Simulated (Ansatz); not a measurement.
**A failed many-body run on TiO2 (Anatase)**

What is wrong with this input for TiO2 (Anatase)?

Method: G0W0 on PBE, plane waves, PAW, in Ansatz 0.2.0.

**1. The structure**

Symmetry: I4_1/amd, No. 141, tetragonal system. The conventional cell has a = 3.784 Å, b = 3.784 Å, c = 9.515 Å, α = 90.00°, β = 90.00°, γ = 90.00°. Nearest to Ti lie 6 O at 1.93 to 1.98 Å. O has 3 Ti at 1.93 to 1.98 Å nearest. Farther neighbours and most contacts between anions are not listed.

Structure file:

```cif
data_structure
_symmetry_space_group_name_H-M 'P 1'
_symmetry_Int_Tables_number 1
_cell_length_a 5.4582
_cell_length_b 5.4582
_cell_length_c 5.4582
_cell_angle_alpha 139.435
_cell_angle_beta 139.435
_cell_angle_gamma 58.713
_cell_volume 68.13
loop_
_atom_site_label
_atom_site_type_symbol
_atom_site_fract_x
_atom_site_fract_y
_atom_site_fract_z
_atom_site_occupancy
Ti1 Ti 0.00000 0.00000 0.00000 1
Ti2 Ti 0.75000 0.25000 0.50000 1
O3 O 0.20810 0.20810 0.00000 1
O4 O 0.95810 0.45810 0.50000 1
O5 O 0.54190 0.04190 0.50000 1
O6 O 0.79190 0.79190 0.00000 1
```

The cell and positions come from the Crystallography Open Database and are kept as given unless a step says otherwise. The default PAW set here is soft_2. Its files were made with PBE.

**2. First try**

File input.yaml:

```yaml
crystal:
  lattice:
    - [-1.8921, 1.8921, 4.7573]
    - [1.8921, -1.8921, 4.7573]
    - [1.8921, 1.8921, -4.7573]
  atoms:
    - { symbol: Ti, position: [0.0, 0.0, 0.0] }
    - { symbol: Ti, position: [0.75, 0.25, 0.5] }
    - { symbol: O, position: [0.2081, 0.2081, 0.0] }
    - { symbol: O, position: [0.9581, 0.4581, 0.5] }
    - { symbol: O, position: [0.5419, 0.0419, 0.5] }
    - { symbol: O, position: [0.7919, 0.7919, 0.0] }
kpoints:
  mp_grid: { grid: [6, 6, 6] }
hamiltonian:
  xc: pbe
scf:
  occupations: { method: fixed }
gw:
  n_empty_bands: 71
  ecut_chi: 60
  qp_bands: [v2, c2]
  qp_kpoints: band_edges
  screening: { model: contour_deformation }
  q_mesh: [7, 7, 7]
```

Command:

```sh
$ ansatz run input.yaml --threads 3 --pin off --max-ram 64512MiB --backend cuda --events-out ev --progress --plain --runs-dir out --devices 1 --max-vram 24GiB  # rebuilt from the run's record
```

Numbers of over 12 decimals in the logs are rounded to 6 here.

The program printed:

```text
Error: 3 input errors — fix all and re-run
  1. invalid value for `gw.q_mesh`: axis 0: q-mesh dimension 7 must divide 6, the k-mesh dimension that kpoints.mp_grid.grid gives — every k−q must land on a point of the k-mesh
  2. invalid value for `gw.q_mesh`: axis 1: q-mesh dimension 7 must divide 6, the k-mesh dimension that kpoints.mp_grid.grid gives — every k−q must land on a point of the k-mesh
  3. invalid value for `gw.q_mesh`: axis 2: q-mesh dimension 7 must divide 6, the k-mesh dimension that kpoints.mp_grid.grid gives — every k−q must land on a point of the k-mesh
```

Wall time 0.05 s (3 threads of AMD EPYC 7R13 (Zen 3), shared host); peak memory 0.043 GiB.

Q: What is the fault?

The input was rejected at the start.

The program's message: “Error: 3 input errors — fix all and re-run”

The fault: q mesh that doesn't divide the k mesh. Each q must join two points of the k mesh.

**3. A better input**

G0W0 replaces the xc potential by the self-energy, built once from these orbitals. Only a window of levels is corrected, while the sums run over the empty bands that the input names.

Changes to input.yaml since step 2:

```diff
@@ -19,4 +19,4 @@
 gw:
-  n_empty_bands: 71
-  ecut_chi: 60
+  n_empty_bands: 88
+  ecut_chi: 69
   qp_bands: [v2, c2]
@@ -24,2 +24 @@
   screening: { model: contour_deformation }
-  q_mesh: [7, 7, 7]
```

The program printed:

```text
GPUs: using 1 of 1 available (devices: 1).
[...]
device memory: the entry about to start is reckoned to put 1.2 GiB on a device that reports 44.7 GiB free (of which the cap on the GPU budget leaves the run 24.0 GiB)
GPU FFT provider: cuFFT
GPU libraries: cuBLAS 13.8.2, cuFFT 12.4.0, cuSOLVER 12.3.4
Crystal: 6 atoms, lattice volume = 68.125 Å³
Basis set: ecut = 420 eV, 1315 PW (Γ)
Bands: 30, of which v1, the nominal top of the filled ones, is band 24 counted from 1 (23 counted from 0)
Symmetry: 16 space group operations
[...]
k-points: 30 of 216
[...]
GPU buffer pool allocated for 64000 grid points (all kernels)
GPU transforms: local potential and band sums: pruned to the plane-wave sphere, on 40×40×40
[...]
SCF iter   1: F=—  HF=-7277.469444 eV  |F-HF|=—  |Δ(HF+E_count)|=         —  Δρ=3.44e-3  dr2=3.18e-3  ethr=1.77e-3  ⟨swp⟩=4.1  Hψ=3412  notcnv=0  defer=78
[...]
0    23      6.8603   -25.3206     4.9583   -20.3244  0.7103     6.8223     6.8223  root
     0    24      6.8603   -25.3206     4.9583   -20.3244  0.7103     6.8223     6.8223  root
     0    25      9.4571   -13.0752    -6.1509   -20.7917  0.7359    11.0736    11.0227  root
     0    26     10.1979   -13.4563    -6.9950   -22.1402  0.7159    11.9630    11.8868  root
     1    23      6.6813   -25.8880     4.9672   -20.8930  0.7181     6.6535     6.6535  root
     1    24      7.0711   -25.7413     4.9313   -20.8004  0.7169     7.0616     7.0617  root
     1    25     10.2981   -13.3669    -7.0442   -22.0988  0.7158    12.0626    11.9858  root
     1    26     10.3998   -14.3012    -6.0593   -21.9275  0.7172    12.0289    11.9669  root
[...]
29    23      7.2097   -26.1440     4.8162   -21.3790  0.7224     7.2608     7.2609  root
    29    24      7.2097   -26.1440     4.8162   -21.3790  0.7224     7.2608     7.2609  root
    29    25      9.8146   -13.2308    -6.5536   -21.4109  0.7269    11.5043    11.4411  root
    29    26      9.8146   -13.2308    -6.5536   -21.4109  0.7269    11.5043    11.4411  root
[key lines of the parts left out:]
SCF converged after 6 iterations
Free energy (F): -7277.471112 eV
Fermi energy:    7.290149 eV
```

It took 98 s on 1 × NVIDIA H100 80GB HBM3 (shared by 3 runs) with 3 threads; peak memory 1.2 GiB; 2.4 min of CPU time.

Reading the cycles: dr2 is the Hartree energy of the density residual (eV), the measure of convergence; HF is the Harris–Foulkes estimate of the energy, which meets the free energy F at convergence.

Numbers from this step:

```
bands summed                                 : 112
RPA ε∞ on this mesh (eigenvalues)            : 6.106, 6.651, 6.651
plane waves in the screening matrix          : 103
q-points in the mesh                         : 216
G0W0 gap on the mesh                         : 3.707 eV
k of the valence top                         : 0, 0, -0.5
k of the conduction bottom                   : 0, 0, 0
starting gap on the mesh                     : 2.167 eV
Z at the valence top                         : 0.7171
Z at the conduction bottom                   : 0.7359
least direct G0W0 gap on the computed points : 4.023 eV
```

The gap on the mesh goes from 2.17 eV to 3.71 eV, a correction of +1.54 eV. Between the two edge states, bare exchange in place of the xc potential would open the gap by 12.59 eV, and correlation takes back 11.05 eV.

**4. Results**

```yaml
first_try: refused after 0.05 s
better_run: G0W0 gap on the mesh 3.71 eV (6×6×6 mesh, 88 empty bands, screening to 69 eV)
```

In words: The second run differs in: empty bands, screening cutoff (eV) and q mesh. Bands and cutoff are finite, so the gap is not at the basis limit. The miss can reach some tenths of an eV and take either sign; the mesh is an error of its own.

[Paths, hosts, dates, memory and timing lines, banners, echoed tables and standing remarks are left out of the program output.]

[Logs are printed without paths, hosts, clocks, repeated set-up lines and the standing remarks that a program may print on its own settings, such as how far it seeks lower states.]

[Runs of the session that timed out or met a known fault of the program may be left out.]

[Cells called generated may have been cut or substituted from an entry of the Crystallography Open Database or the Materials Project.]

[Hosts, paths, dates, database ids (printed as entryN), source tags and the programs' standing remarks are cut or masked in the printed files.]
